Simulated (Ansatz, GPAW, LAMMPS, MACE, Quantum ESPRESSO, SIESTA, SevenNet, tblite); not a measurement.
**Running amorphous 35La2O3-65GeO2 (mol %) (96 atoms) with tblite**

How near does tblite come to plane waves for amorphous 35La2O3-65GeO2 (mol %) (96 atoms)?

Calculated with tblite 0.8.0; the method is named at each step.

## 1. The structure

The cell holds 96 atoms: 18 La, 17 Ge and 61 O. Cell: a = 11.582 Å, b = 11.582 Å, c = 11.582 Å, α = 90.0°, β = 90.0°, γ = 90.0°. 96 atoms (18 Nd, 17 Ge, 61 O) placed at random at 5.25 g/cm³, melted at 5000 K for 10 ps at fixed volume with the Morse and Coulomb pair potential with partial charges (Pedone, Malavasi, Menziani, Cormack and Segre, J. Phys. Chem. B 110, 11780 (2006)). Quenched from 5000 K to 300 K at 50 K/ps and fixed volume, held 10 ps at zero pressure, then minimised at fixed cell. Then Nd was replaced by La and the cell scaled by 1.016 (the potential has no terms for the new elements, so the cell is a start for a DFT relaxation).

The yardstick, on the same geometry:

| Quantity | Value |
| --- | --- |
| method | Kohn-Sham DFT, PBE, SSSP efficiency 1.3.0 pseudopotentials, plane waves (Quantum ESPRESSO 7.5); sssp-pbe-1.3.0-efficiency, cutoffs 60/480 Ry, Γ point |
| r.m.s. force component | 0.7034 eV/Å |
| longest force | 2.307 eV/Å |
| pressure | 0.941 GPa |
| gap (highest filled to lowest empty level) | 2.871 eV |
| time | 41 min on 1 thread of Arm Neoverse V2, shared host |
| CPU time | 41 min |

## 2. GFN1-xTB

Method: GFN1-xTB tight binding, diagonalisation.

Input file run.py:

```python
import numpy as np
from ase.io import read
from tblite.ase import TBLite

atoms = read("structure.xyz")
atoms.calc = TBLite(method="GFN1-xTB", electronic_temperature=580, accuracy=1.0, max_iterations=250, mixer_damping=0.4, verbosity=1)
energy = atoms.get_potential_energy()
forces = atoms.get_forces()
print(f"energy {energy:.6f} eV")
print("forces (eV/A)")
for i, (a, f) in enumerate(zip(atoms, forces)):
    print(f"{i:4d} {a.symbol:2s} {f[0]:10.5f} {f[1]:10.5f} {f[2]:10.5f}")
stress = -atoms.get_stress(voigt=False) * 160.21766
print("stress (GPa, compression positive)")
for row in stress:
    print(" ".join(f"{x:10.4f}" for x in row))
print("charges (e)")
print(np.array2string(atoms.get_charges(), precision=4, suppress_small=True, max_line_width=110, threshold=100000))
```

Input file structure.xyz:

```xyz
96
Lattice="11.58205 0.00000 0.00000 0.00000 11.58205 0.00000 0.00000 0.00000 11.58205" Properties=species:S:1:pos:R:3 pbc="T T T"
La 0.48216 3.11488 6.09471
La 6.77446 2.96570 2.82973
La 3.68518 8.54466 0.61200
La 3.81397 9.50354 3.88184
La 8.43683 1.09114 11.48986
La 6.75222 10.73366 8.22696
La 3.46408 4.45897 0.25770
La 8.84683 1.13747 5.66420
La 1.13261 10.82180 0.21577
La 10.14414 9.51743 8.95130
La 8.95119 8.43590 0.82881
La 10.05808 4.65946 8.73449
La 2.44624 2.37525 9.00655
La 5.78813 3.02859 9.02404
La 0.57748 7.06598 10.68062
La 0.37769 7.06934 6.30897
La 2.89667 5.81743 4.32601
La 0.17385 9.16928 3.47855
Ge 8.72059 4.82138 5.33933
Ge 4.59008 1.04945 0.44348
Ge 7.50401 4.80308 11.19289
Ge 10.78590 5.83145 2.91960
Ge 3.04318 9.15075 8.73182
Ge 6.33376 7.01803 6.54571
Ge 4.81396 1.10006 5.79971
Ge 3.44195 5.82044 7.76032
Ge 10.85006 1.44683 9.23379
Ge 6.05463 6.90858 3.14163
Ge 11.22312 3.61916 0.27681
Ge 11.48777 1.29464 2.81525
Ge 3.11360 2.63839 3.27309
Ge 1.89297 11.17123 6.32496
Ge 7.42479 10.87879 2.88057
Ge 6.78245 7.66338 9.94574
Ge 8.72487 9.23599 5.67103
O 9.88065 0.06289 9.80953
O 1.63411 1.60226 2.95875
O 10.17147 4.75999 6.35507
O 5.77898 4.58163 11.28995
O 6.27099 1.23291 0.82418
O 10.91064 2.09751 1.35325
O 0.50706 3.51249 8.44783
O 2.07979 9.39212 2.12542
O 3.55638 11.36118 5.62517
O 6.33202 7.00621 8.41158
O 7.83653 4.24714 9.54141
O 7.37510 8.60581 6.58579
O 9.18445 10.47307 6.84615
O 3.06670 7.41830 8.39849
O 8.34325 10.01407 4.16977
O 4.45098 7.42479 2.63225
O 3.76973 11.11935 0.36541
O 4.57792 9.87648 8.45304
O 3.74448 4.55186 8.89050
O 1.35267 3.45261 11.38400
O 0.46166 6.04629 4.10503
[... 36 atom lines left out ...]
O 3.93106 2.02848 1.73128
O 7.89166 8.99555 9.65572
O 10.79876 1.84583 4.32416
O 10.61599 7.42525 2.21796
```

On the command line:

```console
$ OMP_NUM_THREADS=1 python run.py > output.txt
```

The program printed:

```text
------------------------------------------------------------
  cycle        total energy    energy error   density error
------------------------------------------------------------
      1     -264.9511008435  -2.6495587E+02   1.2500870E+00
      2     -341.7327331409  -7.6781632E+01   2.8193884E+00
      3     -500.7128618578  -1.5898013E+02   1.9198848E+00
      4     -301.5331590410   1.9917970E+02   7.5052064E-01
      5     -274.5624415705   2.6970717E+01   7.7847615E-01
      6     -313.2112461372  -3.8648805E+01   5.8929447E-01
      7     -321.4645337449  -8.2532876E+00   4.9558866E-01
      8     -325.2897035609  -3.8251698E+00   4.5305894E-01
      9     -326.3886083875  -1.0989048E+00   4.1690776E-01
     10     -323.1507865828   3.2378218E+00   5.1956807E-01
[... 109 lines of further cycles ...]
    120     -332.4582018728  -1.5047868E-07   9.1069942E-05
    121     -332.4582019123  -3.9531699E-08   8.5416357E-05
    122     -332.4582019664  -5.4104760E-08   7.5917830E-05
    123     -332.4582020261  -5.9657168E-08   6.5362142E-05
    124     -332.4582020568  -3.0715853E-08   5.9537298E-05
    125     -332.4582020904  -3.3587298E-08   5.0709253E-05
    126     -332.4582021176  -2.7202304E-08   4.3080686E-05
    127     -332.4582021497  -3.2070318E-08   3.1725398E-05
    128     -332.4582021651  -1.5485284E-08   2.3411237E-05
    129     -332.4582021745  -9.3672270E-09   1.6901711E-05
------------------------------------------------------------
 total:                                  12.958 sec
energy -9046.648476 eV
forces (eV/A)
   0 La    0.09767   -0.18261   -0.30409
   1 La   -0.50943   -0.07759   -0.11562
   2 La    0.06802    0.23401   -0.03493
   3 La    0.71392    0.00429    0.38064
   4 La    0.44545    0.98895    0.99173
   5 La    0.26442   -0.61587   -0.44473
   6 La   -0.20724   -0.40005    0.12280
   7 La   -0.44092   -0.26217   -0.74560
   8 La    0.13463    0.67034    0.12788
   9 La    0.06013    0.12491    0.03182
  10 La   -0.67045   -0.43662    0.05926
  11 La   -0.01733   -0.23045    0.71315
  12 La   -0.56407    0.08474   -0.25207
  13 La   -0.16411   -0.08454    0.38453
  14 La    0.42948   -0.31066    0.50718
  15 La   -0.05193   -0.05273   -0.15577
  16 La    0.85193   -0.11307    0.43863
  17 La   -0.07030    0.01852    0.59802
  18 Ge    1.65061   -1.64356    1.12515
  19 Ge    0.75087   -0.15260   -0.98347
  20 Ge   -1.19205   -1.52997   -1.08353
  21 Ge    1.21933    1.90993    0.63171
  22 Ge    0.56865    0.87902    1.19037
  23 Ge    0.51452   -0.10797   -0.86354
[...]
88 O     0.25210   -0.00453   -0.43456
  89 O    -0.98288   -0.80820   -0.07824
  90 O    -0.15826    0.13641   -0.07109
  91 O    -0.10910   -0.00786   -0.10823
  92 O     0.00940    0.79105    0.37788
  93 O     0.10163   -0.06160    0.30438
  94 O     0.04463   -0.11789   -0.33031
  95 O    -0.42673   -0.31359   -0.34028
stress (GPa, compression positive)
   -7.1043    -1.0356     0.1742
   -1.0356    -6.5641     0.1410
    0.1742     0.1410    -6.4522
charges (e)
[ 0.9184  0.9293  0.9128  0.896   0.9211  0.9015  0.912   0.9129  0.894   0.8749  0.9097  0.8981  0.9098
  0.8936  0.868   0.8917  0.9015  0.8998  0.6693  0.666   0.6598  0.6702  0.6676  0.7065  0.6634  0.6804
  0.687   0.648   0.7021  0.6636  0.7084  0.6699  0.6669  0.6708  0.6711 -0.4947 -0.3679 -0.5115 -0.4925
 -0.4602 -0.377  -0.5094 -0.5543 -0.3764 -0.3628 -0.5037 -0.3725 -0.5105 -0.3639 -0.3649 -0.4911 -0.4506
 -0.46   -0.4544 -0.4726 -0.5005 -0.3618 -0.4555 -0.3454 -0.3908 -0.4416 -0.4602 -0.5441 -0.4592 -0.3345
 -0.5784 -0.4679 -0.4721 -0.4697 -0.4456 -0.3461 -0.4771 -0.5192 -0.478  -0.472  -0.5413 -0.4862 -0.3595
 -0.464  -0.4066 -0.474  -0.4694 -0.4801 -0.4769 -0.4675 -0.3602 -0.5015 -0.488  -0.4895 -0.3591 -0.4996
 -0.5695 -0.3995 -0.5025 -0.4646 -0.4858]
```

Wall time 14 s (1 thread of Arm Neoverse V2, shared host); peak memory 0.13 GiB.

Banners, paths, timers and routine set-up lines are dropped from the logs unmarked, and long logs keep their key lines alone; longer cuts are marked.

Against the reference:

```
r.m.s. force component                  : 0.5922 eV/Å
r.m.s. difference of force components   : 799.6 meV/Å
longest difference of force vectors     : 3196 meV/Å
force difference over r.m.s. force      : 113.7 %
slope of forces against the reference's : 0.2082
correlation of force components         : 0.2473
pressure                                : -6.707 GPa
pressure difference                     : -7.648 GPa
```

Length of the force difference by element (eV/Å):

```csv
element,atoms,mean,most
Ge,17,2.3,3.2
La,18,1.0,2.1
O,61,0.93,2.0
```

Local excerpt of 9 atoms (numbers count through the whole input) about O49, which has 2 bonded neighbours where the commonest count for O is 3; x, y, z are measured from there.

```csv
atom,x,y,z,distance (Å),bonds,Mulliken charge (e),Fx,Fy,Fz (eV/Å)
O49,0.00,0.00,0.00,0.00,2,-0.36,-0.56,-0.23,0.31
Ge26,0.38,-1.60,-0.64,1.76,4,0.68,-1.37,-0.70,-0.19
Ge23,-0.02,1.73,0.33,1.76,4,0.67,0.57,0.88,1.19
O77,-1.02,-1.90,-1.64,2.71,4,-0.49,-0.01,-0.25,-0.04
O89,-0.87,1.80,1.86,2.73,4,-0.49,0.25,0.00,-0.43
O78,1.68,-1.38,-1.79,2.82,3,-0.36,0.46,-0.22,-0.98
O90,-1.13,2.53,-0.81,2.88,2,-0.36,-0.98,-0.81,-0.08
O53,1.51,2.46,0.05,2.89,2,-0.46,-0.32,-0.16,0.13
O54,0.68,-2.87,0.49,2.99,4,-0.45,0.09,0.31,0.19
```

Atoms are counted from 1 here, from 0 in the log.

Forces lie 114 % from the reference's, at 0.0055 times its CPU time; the SCF took 129 steps, which the time reflects.

## 3. Results

```json
{
  "force difference from the reference": "tblite GFN1-xTB, 114 %",
  "its CPU time": "14 s"
}
```

What this shows: Tight binding differs by 114 % (tblite GFN1-xTB); it is another model, with fitted parameters of its own, and the xTB methods hold dispersion. tblite GFN1-xTB needed 129 SCF steps, so its time overstates the method's usual cost. One electronic-structure run takes under half the reference's CPU time: tblite GFN1-xTB, at 114 % in 14 s against 41 min, too far off to be of use; its pressure misses by -7.6 GPa. Periodic xTB results under one method name differ between programs and library versions. The reference's pressure holds the uncorrected Pulay stress of its 60 Ry basis, so small pressure differences, and their order, may be the reference's own error. The quench rate of 50 K/ps is many orders above laboratory rates, so the cell is likely richer in defects and strain than a real sample. The network of bonds at the start is that of the classical potential that made the cell, and needn't be the one that DFT or experiment would give. The electronic-structure runs sample only Γ, in a cell whose shortest periodic width is 12 Å. Spin–orbit coupling is left out, which matters for the levels of the heavy elements.

[Also dropped from logs without a mark: logging warnings of Python, and SIESTA's first energy breakdown and zero terms.]

[Logs are printed without paths, hosts, clocks, repeated set-up lines and the standing remarks that a program may print on its own settings, such as how far it seeks lower states.]

[Hosts, paths, dates, database ids (printed as entryN), source tags and the programs' standing remarks are cut or masked in the printed files.]
